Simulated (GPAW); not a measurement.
# C/Ta(110) in an electric field, part 2 of 2

Wanted: the out-of-plane polarisability of C/Ta(110).

GPAW 26.7.0; GPAW, PAW setups; slab in vacuum, relaxation (the session's first sound run).

So far, dipole along the normal (e·Å): step 2 (relaxation) -0.0914; step 3 (the slab's potential) -0.0915; step 4 (In a field) -0.195; step 5 (field on) -0.143.

### 8. In a field

Input file run.py:

```python
import json
import numpy as np
from ase import Atoms
from gpaw import GPAW, PW
from gpaw.external import ConstantElectricField

slab = Atoms(
    ['Ta', 'Ta', 'Ta', 'Ta', 'C'],
    positions=[
        [0.00000, 0.00000, 7.00000],
        [2.34052, -0.00000, 9.34052],
        [0.00000, 0.00000, 11.69322],
        [2.34052, -0.00000, 13.97996],
        [2.34052, -0.00000, 15.97302]],
    cell=[[2.34052, -1.655, 0.0], [2.34052, 1.655, 0.0], [0.0, 0.0, 23.48157]],
    pbc=[True, True, False])

slab.calc = GPAW(mode=PW(500), xc='PBE', kpts={'size': (12, 12, 1), 'gamma': True},
                 occupations={'name': 'fermi-dirac', 'width': 0.1}, nbands='160%',
                 convergence={'density': 1e-05}, maxiter=200,
                 poissonsolver={'dipolelayer': 'xy'},
                 external=ConstantElectricField(0.1, [0, 0, 1]),
                 symmetry={'tolerance': 1e-3}, txt='slab.txt')
result = {}
energy = slab.get_potential_energy()
fermi = slab.calc.get_fermi_level()
v = slab.calc.get_electrostatic_potential().mean((0, 1)) - fermi
n = slab.calc.get_pseudo_density().mean((0, 1))
L = slab.cell[2, 2]
z = np.arange(len(v)) * L / len(v)
low, high = slab.positions[:, 2].min(), slab.positions[:, 2].max()
below, above = np.interp([low - 4.8, high + 4.8], z, v)
slopes = [np.interp(x, z, np.gradient(v, z)) for x in (low - 4.8, high + 4.8)]
eps = np.array([[slab.calc.get_eigenvalues(k, s) for k in range(len(slab.calc.get_ibz_k_points()))]
                for s in range(slab.calc.get_number_of_spins())]) - fermi
top, bottom = eps[eps < 0].max(), eps[eps > 0].min()
dipole = slab.get_dipole_moment()[2]
print(f'energy {energy:.4f} eV, Fermi level {fermi:.4f} eV, dipole {dipole:.5f} e A')
print(f'potential 4.8 A off the faces, from the Fermi level: lower {below:.4f} eV, upper {above:.4f} eV')
print(f'slope of the potential there: lower {slopes[0]:.5f}, upper {slopes[1]:.5f} eV/A')
print(f'nearest levels on the mesh: {top:.4f} and {bottom:.4f} eV')
print('magnetic moment', round(slab.get_magnetic_moment(), 3))
result.update(energy=energy, fermi=fermi, dipole=dipole, below=below, above=above, slopes=slopes, edges=[top, bottom],
              z=z.tolist(), v=v.tolist(), n=n.tolist(), positions=slab.positions.tolist(),
              forces=slab.get_forces(apply_constraint=False).tolist(), moments=slab.get_magnetic_moments().tolist())
json.dump(result, open('result.json', 'w'))
```

Started as:

```bash
$ OMP_NUM_THREADS=1 OPENBLAS_NUM_THREADS=1 python run.py
```

Output:

```text
energy -42.3312 eV, Fermi level 1.7560 eV, dipole -0.03959 e A
potential 4.8 A off the faces, from the Fermi level: lower 5.4606 eV, upper 6.3866 eV
slope of the potential there: lower -0.00271, upper 0.00000 eV/A
nearest levels on the mesh: -0.0085 and 0.0102 eV
magnetic moment 0.0
```

It took 4.8 min on 1 thread of Intel Xeon Platinum 8375C at 2.90GHz (Ice Lake), shared host; peak memory 0.57 GiB.

Table of electrostatic potential energy of an electron (without an applied field's), less the Fermi level, planar mean by z:

z (Å), electrostatic potential energy of an electron (without an applied field's), less the Fermi level, planar mean (eV) and a bar from the least value:
```
      0.0        5.9 ##############################
      0.5        5.5 #############################
      1.0        5.5 #############################
      1.5        5.5 #############################
      2.0        5.5 #############################
      2.5        5.5 #############################
      3.0        5.5 #############################
      3.5        5.4 #############################
      4.0        5.4 #############################
      4.5        5.2 #############################
      5.0        4.7 ############################
      5.5        3.2 ###########################
      6.0       -1.1 #######################
      6.5      -12.9 ############
      7.0      -24.8 #
      7.5      -12.7 ############
      8.0       -1.7 ######################
      8.5       -3.8 ####################
      9.0      -18.2 #######
      9.5      -23.3 ##
     10.0       -8.0 ################
     10.5       -1.1 #######################
     11.0       -7.2 #################
     11.5      -22.7 ###
     12.0      -19.8 #####
     12.5       -5.2 ###################
     13.0       -2.7 #####################
     13.5      -13.7 ###########
     14.0      -25.5 
     14.5      -12.8 ############
     15.0       -0.8 #######################
     15.5       -0.8 #######################
     16.0       -9.3 ###############
     16.5        1.2 #########################
     17.0        5.3 #############################
     17.5        6.2 ##############################
     18.0        6.3 ##############################
     18.5        6.4 ##############################
     19.0        6.4 ##############################
     19.5        6.4 ##############################
     20.0        6.4 ##############################
     20.5        6.4 ##############################
     21.0        6.4 ##############################
     21.5        6.4 ##############################
     22.0        6.4 ##############################
     22.5        6.4 ##############################
     23.0        6.4 ##############################
```

The dipole is now -0.0396 e Å, against -0.091 in the run without a field.

### 9. In a field

Edit run.py of step 8 so:

```diff
@@ -21,3 +21,3 @@
                  poissonsolver={'dipolelayer': 'xy'},
-                 external=ConstantElectricField(0.1, [0, 0, 1]),
+                 external=ConstantElectricField(0.2, [0, 0, 1]),
                  symmetry={'tolerance': 1e-3}, txt='slab.txt')
```

Output:

```text
energy -42.3300 eV, Fermi level 1.7134 eV, dipole 0.01226 e A
potential 4.8 A off the faces, from the Fermi level: lower 6.1540 eV, upper 5.8692 eV
slope of the potential there: lower -0.00323, upper -0.00001 eV/A
nearest levels on the mesh: -0.0052 and 0.0096 eV
magnetic moment 0.0
```

It took 4.7 min on 1 thread; peak memory 0.57 GiB.

The dipole is now 0.0123 e Å, against -0.091 in the run without a field.

### 10. Field on

Edit run.py of step 9 so:

```diff
@@ -21,3 +21,3 @@
                  poissonsolver={'dipolelayer': 'xy'},
-                 external=ConstantElectricField(0.2, [0, 0, 1]),
+                 external=ConstantElectricField(0.3, [0, 0, 1]),
                  symmetry={'tolerance': 1e-3}, txt='slab.txt')
```

Output:

```text
energy -42.3339 eV, Fermi level 1.6699 eV, dipole 0.06420 e A
potential 4.8 A off the faces, from the Fermi level: lower 6.8503 eV, upper 5.3527 eV
slope of the potential there: lower -0.00387, upper -0.00002 eV/A
nearest levels on the mesh: -0.0019 and 0.0089 eV
magnetic moment 0.0
```

Run time: 4.5 min. Hardware: 1 thread; peak memory 0.57 GiB.

The dipole is now 0.0642 e Å, against -0.091 in the run without a field.

### 11. The series

The members are put on one axis.

This step: induced dipole against applied field (GPAW 26.7.0).

Dipole along the normal against field:

| field (V/Å) | dipole along the normal (e·Å) |
| --- | --- |
| -0.200 | -0.195 |
| -0.100 | -0.143 |
| -0.050 | -0.117 |
| 0.000 | -0.0915 |
| 0.050 | -0.0655 |
| 0.100 | -0.0396 |
| 0.200 | 0.0123 |
| 0.300 | 0.0642 |

### 12. Results

| Item | Value |
| --- | --- |
| work function, upper and lower face | 6.905 and 4.770 eV |
| dipole along the normal | -0.0915 e Å |
| induced dipole per field | 0.518 e Å per V/Å |
| out-of-plane polarisability per area, α/(ε0 A) | 12.1 Å |

**Reading.** The field induces 0.518 e Å per V/Å, a polarisable thickness α/(ε0 A) of 12.1 Å beside 8.97 Å between the outermost nuclei. A perfect conductor would give the distance between its two image planes; a dielectric of thickness t gives t(1 - 1/ε). The two faces differ by 2.1 eV, the step that the slab's dipole makes (e p/(ε0 A) gives 2.1 eV), so the dipole layer is needed. The induced dipole is linear in the field over this range. The cell of 7.75 Å² holds one C, started on one chosen site; other sites and coverages weren't tried. The in-plane lattice was kept as typed, which isn't the functional's own and leaves some strain; spin-orbit coupling and temperature are left out.

[Logs are printed without paths, hosts, clocks, repeated set-up lines and the standing remarks that a program may print on its own settings, such as how far it seeks lower states.]

[Hosts, paths, dates, database ids (printed as entryN), source tags and the programs' standing remarks are cut or masked in the printed files.]
